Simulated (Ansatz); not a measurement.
## G0W0 on several functionals: GaN (F-43m)

One-shot GW is not self-consistent; how far does the start matter for GaN (F-43m)?

Calculated with Ansatz 0.2.0; G0W0 on several functionals, plane waves, PAW.

Report form: the programs' logs are mostly left out.

In doubt: masses and optical values from hybrid runs of this build are listed as unsure (steps 4, 5), which bears on the screening that GW takes from such a start.

## Step 1: The starting structure

It takes space group F-43m (No. 216, cubic). The conventional cell has a = 4.507 Å, b = 4.507 Å, c = 4.507 Å, α = 90.00°, β = 90.00°, γ = 90.00°. Ga has 4 N at 1.95 Å nearest. Nearest to N lie 4 Ga at 1.95 Å. Farther neighbours and most contacts between anions are not listed.

The cell and positions are those that the Materials Project relaxed with its own functionals (PBE, PBE+U or r2SCAN), kept fixed. This is not the form that GaN usually takes at ambient conditions.

## Step 2: G0W0 on PBE

G0W0 replaces the xc potential by the self-energy, built once from these orbitals. Only a window of levels is corrected, while the sums run over the empty bands that the input names. This step takes hard PAW files.

This step: G0W0 on PBE, plane waves, PAW.

File input.yaml:

```yaml
crystal:
  lattice:
    - [0.0, 2.2535006075, 2.2535006075]
    - [2.2535006075, 0.0, 2.2535006075]
    - [2.2535006075, 2.2535006075, 0.0]
  atoms:
    - { symbol: Ga, position: [0.0, 0.0, 0.0] }
    - { symbol: "N", position: [0.75, 0.75, 0.75] }
kpoints:
  mp_grid: { grid: [10, 10, 10] }
hamiltonian:
  xc: pbe
  pseudopotentials: { kind: paw, source: ansatz }
scf:
  occupations: { method: fixed }
gw:
  n_empty_bands: 205
  ecut_chi: 250
  qp_bands: [v2, c2]
  qp_kpoints: band_edges
  screening: { model: contour_deformation }
```

Command:

```bash
> ansatz run input.yaml --threads 3 --pin off --max-ram 92160MiB --backend cuda --events-out ev --progress --plain --runs-dir out --devices 1 --max-vram 13GiB
```

The job ended after 3.2 min (1 × NVIDIA H100 80GB HBM3 (shared by 6 runs) with 3 threads of AMD EPYC 7R13 (Zen 3), shared host; peak memory 2 GiB; 6 min of CPU time).

Numbers from this step:

```
bands summed                                 : 218
RPA ε∞ on this mesh (eigenvalues)            : 5.750, 5.750, 5.750
plane waves in the screening matrix          : 181
q-points in the mesh                         : 1000
G0W0 gap on the mesh                         : 2.884 eV
k of the valence top                         : 0, 0, 0
k of the conduction bottom                   : 0, 0, 0
starting gap on the mesh                     : 1.734 eV
Z at the valence top                         : 0.7693
Z at the conduction bottom                   : 0.8065
least direct G0W0 gap on the computed points : 2.884 eV
```

The gap on the mesh goes from 1.73 eV to 2.88 eV, a correction of +1.15 eV. Between the two edge states, bare exchange in place of the xc potential would open the gap by 7.59 eV, and correlation takes back 6.44 eV.

## Step 3: G0W0 on LDA

The same correction from a different start measures what one shot leaves open.

This step: G0W0 on LDA, plane waves, PAW.

Edit input.yaml of step 2 so:

```diff
@@ -11,3 +11,3 @@
 hamiltonian:
-  xc: pbe
+  xc: lda
   pseudopotentials: { kind: paw, source: ansatz }
```

Wall time 4.4 min (1 × NVIDIA H100 80GB HBM3 (shared by 6 runs) with 3 threads); peak memory 2 GiB.

Numbers from this step:

- bands summed: 218
- RPA ε∞ on this mesh (eigenvalues): 5.854, 5.854, 5.854
- plane waves in the screening matrix: 181
- q-points in the mesh: 1000
- G0W0 gap on the mesh: 2.927 eV
- k of the valence top: 0, 0, 0
- k of the conduction bottom: 0, 0, 0
- starting gap on the mesh: 1.737 eV
- Z at the valence top: 0.7682
- Z at the conduction bottom: 0.8043
- least direct G0W0 gap on the computed points: 2.927 eV

Against the run with 10×10×10 mesh, 205 empty bands, screening to 250 eV, hard PAW files on PBE, the gap moves by +0.04 eV.

## Step 4: G0W0 on HSE06

This step: G0W0 on HSE06, plane waves, PAW.

Edit input.yaml of step 3 so:

```diff
@@ -11,3 +11,3 @@
 hamiltonian:
-  xc: lda
+  xc: hse06
   pseudopotentials: { kind: paw, source: ansatz }
```

It took 8.6 min on 1 × NVIDIA H100 80GB HBM3 (shared by 6 runs) with 3 threads; peak memory 11 GiB; 16 min of CPU time.

This step gave:

| Item | Value |
| --- | --- |
| bands summed | 218 |
| RPA ε∞ on this mesh (eigenvalues) | 4.480, 4.480, 4.480 |
| plane waves in the screening matrix | 181 |
| G0W0 gap on the mesh | 3.485 eV |
| k of the valence top | 0, 0, 0 |
| k of the conduction bottom | 0, 0, 0 |
| starting gap on the mesh | 2.976 eV |
| least direct G0W0 gap on the computed points | 3.485 eV |

Against the run with 10×10×10 mesh, 205 empty bands, screening to 250 eV, hard PAW files on LDA, the gap moves by +0.56 eV, while the start moved by +1.24 eV.

## Step 5: G0W0 on PBE0

This step: G0W0 on PBE0, plane waves, PAW.

Edit input.yaml of step 4 so:

```diff
@@ -11,3 +11,3 @@
 hamiltonian:
-  xc: hse06
+  xc: pbe0
   pseudopotentials: { kind: paw, source: ansatz }
```

Wall time 7.7 min (1 × NVIDIA H100 80GB HBM3 (shared by 6 runs) with 3 threads); peak memory 11 GiB; 15 min of CPU time.

This step gave:

```yaml
bands_summed: 218
rpa_eps_infinity_on_this_mesh_eigenvalues: 4.194, 4.194, 4.194
plane_waves_in_the_screening_matrix: 181
g0w0_gap_on_the_mesh: 3.667 eV
k_of_the_valence_top: 0, 0, 0
k_of_the_conduction_bottom: 0, 0, 0
starting_gap_on_the_mesh: 3.647 eV
least_direct_g0w0_gap_on_the_computed_points: 3.667 eV
```

Against the run with 10×10×10 mesh, 205 empty bands, screening to 250 eV, hard PAW files on HSE06, the gap moves by +0.18 eV, while the start moved by +0.67 eV.

## Step 6: Side by side

All on the 10×10×10 mesh with 205 empty bands and screening to 250 eV. Times are wall times on 1 × NVIDIA H100 80GB HBM3 (shared by 6 runs) with 3 threads of AMD EPYC 7R13 (Zen 3), shared host, good to a factor of about two.

```csv
start,starting gap (eV),shift (eV),G0W0 gap (eV),RPA ε∞ (harmonic mean),"Z (valence, conduction)",time
PBE,1.73,+1.15,2.88,5.75,"0.77, 0.81",3.2 min
LDA,1.74,+1.19,2.93,5.85,"0.77, 0.80",4.4 min
HSE06,2.98,+0.51,3.48,4.48,"0.80, 0.83",8.6 min
PBE0,3.65,+0.02,3.67,4.19,"0.81, 0.84",7.7 min
```

The parts of the quasiparticle energy at the two band edges (eV; QP = start + Σx + Σc − Vxc):

```csv
run,edge,start,Σx,Σc,Vxc,Z,QP
PBE,valence top,11.05,-23.81,2.69,-20.27,0.77,10.19
PBE,conduction bottom,12.78,-11.65,-3.75,-15.69,0.81,13.07
LDA,valence top,10.69,-23.76,2.61,-20.45,0.77,9.99
LDA,conduction bottom,12.42,-11.78,-3.82,-16.09,0.80,12.91
HSE06,valence top,10.22,-23.59,2.45,-20.77,0.80,9.86
HSE06,conduction bottom,13.20,-10.94,-3.79,-14.88,0.83,13.34
PBE0,valence top,9.85,-23.60,2.36,-21.15,0.81,9.76
PBE0,conduction bottom,13.50,-10.93,-3.73,-14.59,0.84,13.42
```

For a hybrid start, Vxc holds its share of exact exchange.

## Step 7: Summary of results

```json
{
 "G0W0@PBE": "2.88 eV (start 1.73 eV)",
 "G0W0@LDA": "2.93 eV (start 1.74 eV)",
 "G0W0@HSE06": "3.48 eV (start 2.98 eV)",
 "G0W0@PBE0": "3.67 eV (start 3.65 eV)",
 "known limits": "not at the basis limit; no spin-orbit coupling"
}
```

**Reading.** The starting gaps span 1.91 eV and the G0W0 gaps 0.78 eV. Between PBE and PBE0, 0.78 eV of the 1.91 eV survives, 41 %. PBE0 screens less than PBE (ε∞ 4.19 against 5.75). Of the 0.78 eV by which its G0W0 gap is higher, the correlation part gives +0.35 eV, and exchange with the one-particle terms, which follow the orbitals, +0.43 eV. The smallest correction, +0.02 eV, is on PBE0, the start nearest to reproducing itself. Bands and cutoff are finite, so the gap is not at the basis limit. The miss can reach some tenths of an eV and take either sign; the mesh is an error of its own. The many-body steps are scalar-relativistic: spin-orbit coupling is not in them.

[Paths, hosts, dates, memory and timing lines, banners, echoed tables and standing remarks are left out of the program output.]

[Logs are printed without paths, hosts, clocks, repeated set-up lines and the standing remarks that a program may print on its own settings, such as how far it seeks lower states.]

[Runs of the session that timed out or met a known fault of the program may be left out.]

[Cells called generated may have been cut or substituted from an entry of the Crystallography Open Database or the Materials Project.]

[Hosts, paths, dates, database ids (printed as entryN), source tags and the programs' standing remarks are cut or masked in the printed files.]
